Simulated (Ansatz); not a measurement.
# BeSi2 (built on the sites of a database entry of CaSi2): phonons and vibrational spectra

Wanted: phonon frequencies of BeSi2 (built on the sites of a database entry of CaSi2) and what follows from them.

Calculated with Ansatz 0.2.0; DFT PBEsol, scalar-relativistic, plane waves, PAW.

Most raw output is cut from this account.

The structure was built from a prototype and need not be the compound's stable phase.

### 1. Set-up

Symmetry: P-3m1, No. 164, trigonal system. Conventional cell: a = 3.097 Å, b = 3.097 Å, c = 4.183 Å, α = 90.00°, β = 90.00°, γ = 120.00°. Nearest to Be lie 6 Si at 2.45 Å. Nearest to Si lie 3 Si at 1.97 Å and 3 Be at 2.45 Å. Farther neighbours are not listed.

### 2. Coarse relaxation

A rough relaxation comes first, because large forces or stress need no tight tolerances yet.

Contents of input.yaml:

```yaml
crystal:
  lattice:
    - [3.09706, 0.0, 0.0]
    - [-1.54853, 2.68213, 0.0]
    - [0.0, 0.0, 4.18304]
  atoms:
    - { symbol: Be, position: [0.0, 0.0, 0.0] }
    - { symbol: Si, position: [0.3333333333, 0.6666666667, 0.4] }
    - { symbol: Si, position: [0.6666666667, 0.3333333333, 0.6] }
kpoints:
  mp_grid: { grid: [9, 9, 6] }
hamiltonian:
  xc: pbesol
scf:
  occupations: { method: gaussian, width: 0.1 }
output:
  forces: true
  stress: true
  eigenvalues: true
relax:
  adjacent_minimum: "off"
  f_tol: 0.05
  max_steps: 80
  cell: { stress_tol: 0.5 }
```

On the command line:

```sh
$ ansatz run input.yaml --threads 4 --pin off --max-ram 7168MiB --backend cpu --events-out ev --progress --plain --runs-dir out
```

Wall time 6.5 s (4 threads of Arm Neoverse V1, shared host); peak memory 0.32 GiB.

Step by step:

```
step  energy less that of the first step (eV)  largest force component (eV/Å)  pressure (GPa)  volume (Å³)
   1                                   0.0000                          8.4070           64.70        34.75
   2                                  -2.5867                          3.4071           20.54        38.63
   3                                  -3.2540                          1.0659            3.57        40.42
   4                                  -3.3515                          0.1931           -1.01        40.62
   5                                  -3.3570                          0.1612           -1.04        40.64
   6                                  -3.3828                          0.3182            0.58        40.19
   7                                  -3.4431                          0.3952            0.40        39.72
   8                                  -3.4313                          0.5777            0.18        38.52
   9                                  -3.4756                          0.0073           -0.15        39.28
  10                                  -3.4752                          0.0277           -0.16        39.13
  11                                  -3.4761                          0.0111           -0.05        39.16
 12*                                  -3.4862                          0.0135            0.14        39.16
```

Relaxation steps marked * repeat the geometry before them on a plane-wave basis chosen anew for their cell, so energy and pressure can jump there. Relaxation steps 8, 10 were tried and not accepted.

Forces are held to the 12 operations that the run works with; a distortion that breaks them can't arise in this run.

```
     cell as run  before  after   change
           a (Å)   3.097  2.990   -3.5 %
           b (Å)   3.097  2.990   -3.5 %
           c (Å)   4.183  5.058  +20.9 %
volume (Å³/atom)   11.58  13.05  +12.7 %
```

The atoms that moved most (Å, as changes of fractional coordinates times the final cell):

```csv
atom,dx,dy,dz,length
Si3,0.000,0.000,0.399,0.399
Si2,0.000,0.000,-0.399,0.399
```

Final coordinates:

```xyz
3
Lattice="2.9902 0.0000 0.0000 -1.4951 2.5896 0.0000 0.0000 0.0000 5.0575" Properties=species:S:1:pos:R:3 pbc="T T T"
Be    0.0000    0.0000    0.0000
Si    0.0000    1.7264    1.6237
Si    1.4951    0.8632    3.4339
```

This step gave:

```
pressure          : 0.1404 GPa
volume per atom   : 13.05 Å³
gap on the k-mesh : 0 eV
```

In this step the volume went from 11.58 to 13.05 Å³/atom.

### 3. Relaxation

Harmonic phonons are second derivatives at a point where the forces vanish, and they are wanted at zero stress, so atoms and cell are relaxed first.

Contents of input.yaml:

```yaml
crystal:
  lattice:
    - [2.9901557689, 0.0, 0.0]
    - [-1.4950778845, 2.5895508572, 0.0]
    - [0.0, 0.0, 5.0575233756]
  atoms:
    - { symbol: Be, position: [0.0, 0.0, 0.0] }
    - { symbol: Si, position: [0.3333333333, 0.6666666667, 0.3210392894] }
    - { symbol: Si, position: [0.6666666667, 0.3333333333, 0.6789607106] }
kpoints:
  mp_grid: { grid: [15, 15, 8] }
hamiltonian:
  xc: pbesol
scf:
  occupations: { method: gaussian, width: 0.1 }
output:
  forces: true
  stress: true
  eigenvalues: true
  write_density: true
  write_potential: true
  elf: true
  volumetric_format: npy
relax:
  adjacent_minimum: "off"
  f_tol: 0.005
  max_steps: 80
  cell: { stress_tol: 0.05 }
```

Elapsed: 17 s, on 4 threads; peak memory 0.39 GiB.

Relaxation path:

| step | energy less that of the first step (eV) | largest force component (eV/Å) | pressure (GPa) | volume (Å³) |
| --- | --- | --- | --- | --- |
| 1 | 0.0000 | 0.0990 | 0.22 | 39.16 |
| 2 | -0.0055 | 0.0967 | 0.16 | 38.99 |
| 3 | -0.0097 | 0.1625 | -1.31 | 38.79 |
| 4 | -0.0437 | 0.0881 | 1.92 | 36.47 |
| 5 | -0.0415 | 0.1578 | 0.58 | 36.53 |
| 6 | -0.0465 | 0.0001 | -0.09 | 37.00 |
| 7 | -0.0313 | 0.0731 | -2.28 | 38.32 |
| 8 | -0.0478 | 0.0061 | 0.03 | 37.11 |
| 9 | -0.0478 | 0.0011 | 0.00 | 37.08 |
| 10* | -0.0485 | 0.0014 | 0.02 | 37.08 |
| 11 | -0.0485 | 0.0005 | 0.00 | 37.09 |
| 12* | -0.0485 | 0.0005 | 0.00 | 37.09 |

Relaxation steps marked * repeat the geometry before them on a plane-wave basis chosen anew for their cell, so energy and pressure can jump there. Relaxation steps 5, 7 were tried and not accepted.

The run keeps the 12 symmetry operations that it works with, so distortions that break them were not tested.

```
conventional cell, symmetrised  before  after  change
                         a (Å)   2.990  2.782  -7.0 %
                         b (Å)   2.990  2.782  -7.0 %
                         c (Å)   5.058  5.533  +9.4 %
              volume (Å³/atom)   13.05  12.36  -5.3 %
```

The atoms that moved most (Å, as changes of fractional coordinates times the final cell):

```
atom     dx     dy      dz  length
 Si2  0.000  0.000  -0.014   0.014
 Si3  0.000  0.000   0.014   0.014
```

Final coordinates:

```
Be Si
1.0
     2.78207    0.00000    0.00000
    -1.39103    2.40934    0.00000
     0.00000    0.00000    5.53276
Be Si
1 2
Direct
  0.00000 0.00000 0.00000
  0.33333 0.66667 0.31850
  0.66667 0.33333 0.68150
```

This step gave:

```yaml
pressure: 0.003210 GPa
volume_per_atom: 12.36 Å³
```

ELF in the ac plane at fractional y = 0.333, with atoms of Si within 0.2 Å of it. It is the smooth field of the valence electrons, not physical close to the nuclei.

Values, 24 rows by 14 columns, each cell a mean:
```
0.41 0.36 0.33 0.34 0.39 0.44 0.47 0.48 0.48 0.49 0.49 0.49 0.48 0.46
0.49 0.42 0.38 0.40 0.45 0.52 0.57 0.60 0.62 0.63 0.63 0.62 0.60 0.56
0.57 0.49 0.44 0.45 0.51 0.59 0.66 0.71 0.73 0.74 0.74 0.73 0.70 0.64
0.62 0.53 0.47 0.48 0.56 0.65 0.72 0.75 0.76 0.75 0.75 0.76 0.75 0.71
0.66 0.56 0.49 0.50 0.59 0.68 0.73 0.70 0.64 0.60 0.61 0.66 0.72 0.72
0.66 0.57 0.49 0.51 0.60 0.68 0.66 0.54 0.42 0.39 0.40 0.46 0.59 0.68
0.64 0.56 0.49 0.51 0.60 0.65 0.55 0.37 0.34 0.47 0.44 0.33 0.43 0.59
0.62 0.54 0.47 0.48 0.57 0.62 0.51 0.33 0.33 0.53 0.48 0.31 0.39 0.56
0.60 0.51 0.43 0.45 0.54 0.61 0.56 0.41 0.33 0.36 0.35 0.34 0.46 0.59
0.58 0.47 0.40 0.42 0.51 0.61 0.63 0.57 0.48 0.44 0.44 0.51 0.60 0.64
0.55 0.46 0.41 0.42 0.49 0.59 0.66 0.68 0.66 0.64 0.64 0.66 0.68 0.64
0.54 0.48 0.45 0.46 0.50 0.56 0.62 0.66 0.68 0.68 0.68 0.67 0.64 0.60
0.55 0.54 0.53 0.53 0.54 0.56 0.56 0.57 0.57 0.57 0.56 0.56 0.56 0.56
0.58 0.58 0.56 0.56 0.58 0.57 0.54 0.50 0.46 0.44 0.44 0.47 0.51 0.55
0.60 0.59 0.57 0.57 0.59 0.58 0.54 0.46 0.40 0.36 0.37 0.41 0.48 0.56
0.61 0.61 0.60 0.59 0.61 0.60 0.54 0.45 0.36 0.31 0.32 0.38 0.47 0.57
0.64 0.66 0.65 0.65 0.65 0.62 0.54 0.43 0.33 0.28 0.28 0.35 0.46 0.57
0.66 0.71 0.72 0.72 0.69 0.63 0.53 0.40 0.30 0.24 0.25 0.32 0.44 0.57
0.66 0.73 0.76 0.75 0.71 0.63 0.50 0.37 0.26 0.21 0.22 0.29 0.41 0.55
0.63 0.71 0.74 0.73 0.69 0.59 0.47 0.34 0.24 0.20 0.20 0.26 0.38 0.51
0.58 0.65 0.69 0.68 0.63 0.54 0.43 0.31 0.23 0.19 0.20 0.25 0.35 0.47
0.50 0.57 0.60 0.59 0.55 0.48 0.39 0.30 0.24 0.21 0.21 0.25 0.33 0.42
0.42 0.45 0.46 0.46 0.45 0.42 0.37 0.32 0.27 0.25 0.26 0.29 0.33 0.39
0.38 0.36 0.34 0.35 0.38 0.40 0.39 0.37 0.35 0.34 0.34 0.36 0.38 0.39
```
Columns run along a (2.8 Å), rows up along c (5.5 Å). Atoms in or near the plane, at fractional coordinates: Si at (0.67, 0.68).

Valence density in the ac plane at fractional y = 0.333, with atoms of Si within 0.2 Å of it. It is the smooth field of the valence electrons, not physical close to the nuclei.

Ten even steps from '0' (0.05 e/Å³) to '9' (0.43 e/Å³):
```
33333333333333
43333444444444
44344455666655
54444567888876
65445689999987
75556799888998
76556898544688
76556885211368
76556885100268
76556886211368
75556788645688
65555789988998
65555689999987
65555678888876
66666666777666
67777666555566
77777765555556
78887765444556
78888765444456
78888765433456
78998754333456
78887654322345
67777543222335
56666543222234
45555432222223
44444332212223
34443332222223
33333332222233
```
Columns run along a (2.8 Å), rows up along c (5.5 Å). Atoms in or near the plane, at fractional coordinates: Si at (0.67, 0.68).

Electrostatic potential energy in the ac plane at fractional y = 0.333, with atoms of Si within 0.2 Å of it. With pseudopotentials it is smooth inside the atoms' cores, unlike the true potential.

Ten even steps from '0' (-48 eV) to '9' (12 eV):
```
98888999999999
99889999999999
99999999999999
99999998888889
99999987666788
89999875322467
89999852000136
89998741000025
78998730000015
89998741000025
89999863100146
89999875333468
99999987766788
99999998888889
99999999999999
88888899999999
87778899999998
87667889999998
76667889999998
87667889999998
87777899999998
88888899999999
98889999999999
99999999999999
99999999999999
98889999999999
98888999999999
88888999999999
```
Columns run along a (2.8 Å; values clipped at the 3rd and 97th percentile), rows up along c (5.5 Å). Atoms in or near the plane, at fractional coordinates: Si at (0.67, 0.68).

In this step the volume went from 13.05 to 12.36 Å³/atom.

### 4. Tight relaxation

Phonons need a cell at rest on their own settings, so the relaxation is repeated with tight tolerances on forces and stress on the k mesh and occupations of the first response run.

Contents of input.yaml:

```yaml
crystal:
  lattice:
    - [2.7820671266, 0.0, 0.0]
    - [-1.3910335633, 2.4093408067, 0.0]
    - [0.0, 0.0, 5.5327577395]
  atoms:
    - { symbol: Be, position: [0.0, 0.0, 0.0] }
    - { symbol: Si, position: [0.3333333333, 0.6666666667, 0.3185027188] }
    - { symbol: Si, position: [0.6666666667, 0.3333333333, 0.6814972812] }
kpoints:
  mp_grid: { grid: [15, 15, 8] }
hamiltonian:
  xc: pbesol
scf:
  occupations: { method: methfessel_paxton, width: 0.15 }
output:
  forces: true
  stress: true
  eigenvalues: true
relax:
  adjacent_minimum: "off"
  f_tol: 0.001
  max_steps: 60
  cell: { stress_tol: 0.01 }
```

The job ended after 4.7 s (4 threads; peak memory 0.38 GiB; 16 s of CPU time).

Little changed from the start: no atom moved by 0.005 Å and no cell edge by 0.1 %.

Numbers from this step:

```
pressure : -0.002825 GPa
```

The largest force component left is 0.023 meV/Å and the pressure is -0.003 GPa, within the tolerances set. The cell now holds 12.36 Å³/atom.

### 5. Linear response at the zone centre

The zone centre comes first: it holds the modes that light can see, as far as symmetry allows. No field response is asked, since the mesh shows no gap.

input.yaml, the sections that differ from step 4:

```yaml
crystal:
  lattice:
    - [2.7820321755, 0.0, 0.0]
    - [-1.3910160877, 2.4093105381, 0.0]
    - [0.0, 0.0, 5.5325386777]
  atoms:
    - { symbol: Be, position: [0.0, 0.0, 0.0] }
    - { symbol: Si, position: [0.3333333333, 0.6666666667, 0.3184987978] }
    - { symbol: Si, position: [0.6666666667, 0.3333333333, 0.6815012022] }
output:
  eigenvalues: true
phonons:
  method: dfpt
# kpoints, hamiltonian, scf: as in step 4
# relax: removed
```

Wall time 15 s (4 threads); peak memory 0.83 GiB.

Numbers from this step:

```
sum-rule residual before enforcement                    : 1.15e-4 eV/Å²
point group                                             : -3m
highest optical mode at the zone centre (no LO-TO term) : 493.2 cm⁻¹
lowest optical zone-centre mode                         : 146.9 cm⁻¹
```

Patterns of degenerate modes are one choice out of their space. The modes at Γ (shares of kinetic energy by element, %):

```
mode  frequency (cm⁻¹)  symmetry  Be %  Si %
   1               0.0  acoustic    14    86
   2               0.0  acoustic    14    86
   3               0.0  acoustic    14    86
   4             146.9        Eg     0   100
   5             146.9        Eg     0   100
   6             296.7        Eu    86    14
   7             296.7        Eu    86    14
   8             367.7       A1g     0   100
   9             493.2       A2u    86    14
```

Displacements in mode 4 (146.9 cm⁻¹), the largest set to 1:
```
Be1  0.00  0.00  0.00
Si2  0.35 -1.00  0.00
Si3 -0.35  1.00  0.00
```

Displacements in mode 7 (296.7 cm⁻¹), the largest set to 1:
```
Be1  0.00  1.00  0.00
Si2  0.00 -0.16  0.00
Si3  0.00 -0.16  0.00
```

Before it was imposed, the acoustic sum rule was missed by 1.1e-4 eV/Å². Small misses are needed for a sound result but don't prove that mesh and cutoff are converged. The lowest optical mode is real, 147 cm⁻¹.

### 6. Response at finite wavevector

Stability and thermal properties need the whole zone. Linear response on a 3×3×2 q mesh gives force constants as far as a supercell of that size would.

input.yaml, as its differences from that of step 5:

```diff
@@ -19 +19,9 @@
   method: dfpt
+  qmesh: [3, 3, 2]
+  temperatures: { t_max: 1000, t_step: 50 }
+  qpath:
+    path:
+      - [[0.0, 0.0, 0.0], [0.5, 0.0, 0.0], [0.33333333, 0.33333333, 0.0], [0.0, 0.0, 0.0], [0.0, 0.0, 0.5], [0.5, 0.0, 0.5], [0.33333333, 0.33333333, 0.5], [0.0, 0.0, 0.5]]
+      - [[0.5, 0.0, 0.5], [0.5, 0.0, 0.0]]
+      - [[0.33333333, 0.33333333, 0.5], [0.33333333, 0.33333333, 0.0]]
+    npoints: 10
```

The job ended after 2.2 min (4 threads; peak memory 1.1 GiB; 7.6 min of CPU time).

This step gave:

- sum-rule residual before enforcement: 1.16e-4 eV/Å²
- lowest frequency on the path: -175.6 cm⁻¹
- highest frequency on the path or at a solved wavevector: 496 cm⁻¹
- lowest mode on the q mesh (acoustic modes at Γ apart): -162.1 cm⁻¹

Frequencies (cm⁻¹) solved at each irreducible wavevector; negative means imaginary. Frequencies by wavevector, by row:

| q in reciprocal lattice units | star | mode 1 | mode 2 | mode 3 | mode 4 | mode 5 | mode 6 | mode 7 | mode 8 | mode 9 |
| --- | --- | --- | --- | --- | --- | --- | --- | --- | --- | --- |
| 0 0 0 | 1 | 0 | 0 | 0 | 146.9 | 146.9 | 296.7 | 296.7 | 367.7 | 493.2 |
| 0 0 -0.5 | 1 | 40.8 | 40.8 | 111 | 111 | 208.4 | 218.3 | 267.2 | 267.2 | 496 |
| 0 0.3333 0 | 6 | -87.9 | 48.8 | 118.5 | 156.8 | 213.4 | 227.4 | 227.6 | 365.6 | 466.1 |
| 0 0.3333 -0.5 | 6 | -129.7 | -39.5 | 99.8 | 132.6 | 236.7 | 252.7 | 297.5 | 324.9 | 474.5 |
| 0.3333 0.3333 0 | 2 | -162.1 | -162.1 | 68.6 | 269.4 | 269.4 | 272.2 | 299.5 | 299.5 | 452.1 |
| 0.3333 0.3333 -0.5 | 2 | 34.3 | 34.3 | 156 | 165.7 | 165.7 | 217.5 | 342.7 | 342.7 | 465.1 |

(Part 1 of 2 ends here.)

[Logs are printed without paths, hosts, clocks, repeated set-up lines and the standing remarks that a program may print on its own settings, such as how far it seeks lower states.]

[Hosts, paths, dates, database ids (printed as entryN), source tags and the programs' standing remarks are cut or masked in the printed files.]
